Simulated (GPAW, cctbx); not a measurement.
# By hand: from a DFT structure factor to an extinction distance in BiH3

BiH3, P6_3/mmc (no. 194), a = 3.8276 Å, b = 3.8276 Å, c = 6.2999 Å, α = 90.00°, β = 90.00°, γ = 120.00°.

| atom | mult. | x | y | z |
| --- | --- | --- | --- | --- |
| Bi1 | 2 | 1/3 | 2/3 | 1/4 |
| H1 | 4 | 2/3 | 1/3 | 0.0875 |
| H2 | 2 | 0 | 0 | 1/2 |

The start was made by putting kin elements into a known structure type; the compound need not exist, or be stable, in this form.

A DFT run (GPAW, PBE, 550 eV, 7×7×4 k-points (along the axes of the calculation cell), Fermi–Dirac width 0.1 eV) gives the static X-ray structure factor of 002 as 144.149 e for the conventional cell; superposed free atoms give 145.020 e. **Problem.** Find the Fourier component V of the crystal potential and the two-beam extinction distance at 200 kV in both cases.

## Step 1: Geometry

The cell volume is Ω = 79.93 Å³ and d(002) = 3.1499 Å, so g = 1/d = 0.3175 Å⁻¹.

## Step 2: The nuclei

Electrons feel nuclei as well as electrons, so the nuclear charges are summed with the same phases.

Phase sums Σ exp(2πi h·x), turned so that the total is real and positive: Bi +2.000, H -3.815. Then F_Z = 83 × (+2.000) + 1 × (-3.815) = 162.18 e. The electron term has the same sign for this reflection.

## Step 3: Mott–Bethe

Poisson's equation, term by term, gives V = (e/4πε₀)(F_Z − F)/(πΩg²), with e/4πε₀ = 14.3996 V Å.

The prefactor is 14.3996 × 3.1499²/(π × 79.93) = 0.56895 V per electron. Free atoms: (162.18 − 145.020) × 0.56895 = 9.766 V. Crystal: (162.18 − 144.149) × 0.56895 = 10.261 V. F changes by -0.60 % and V by +5.1 %: the same 0.87 e is measured against F_Z − F = 17.2 e in place of F = 145.0 e.

## Step 4: Extinction distance

In the two-beam case ξ = 1/(λU) with U = 2γm₀eV/h², that is ξ = 150.41 V Å²/(γλV).

At 200 kV, λ = 0.02508 Å and γ = 1.3914. Free atoms: ξ = 441 Å. Crystal: ξ = 420 Å. The thickness fringes go as sin²(πt/ξ), so the two patterns slip by a quarter of a period when t|1/ξ₁ − 1/ξ₀| = 1/4, at t ≈ 217 nm. Thermal motion, absorption and many-beam coupling, left out here, change a real pattern.

## Step 5: Answer

V(002) is 10.26 V against 9.77 V, and ξ is 420 against 441 Å. Limits: static atoms, two beams.
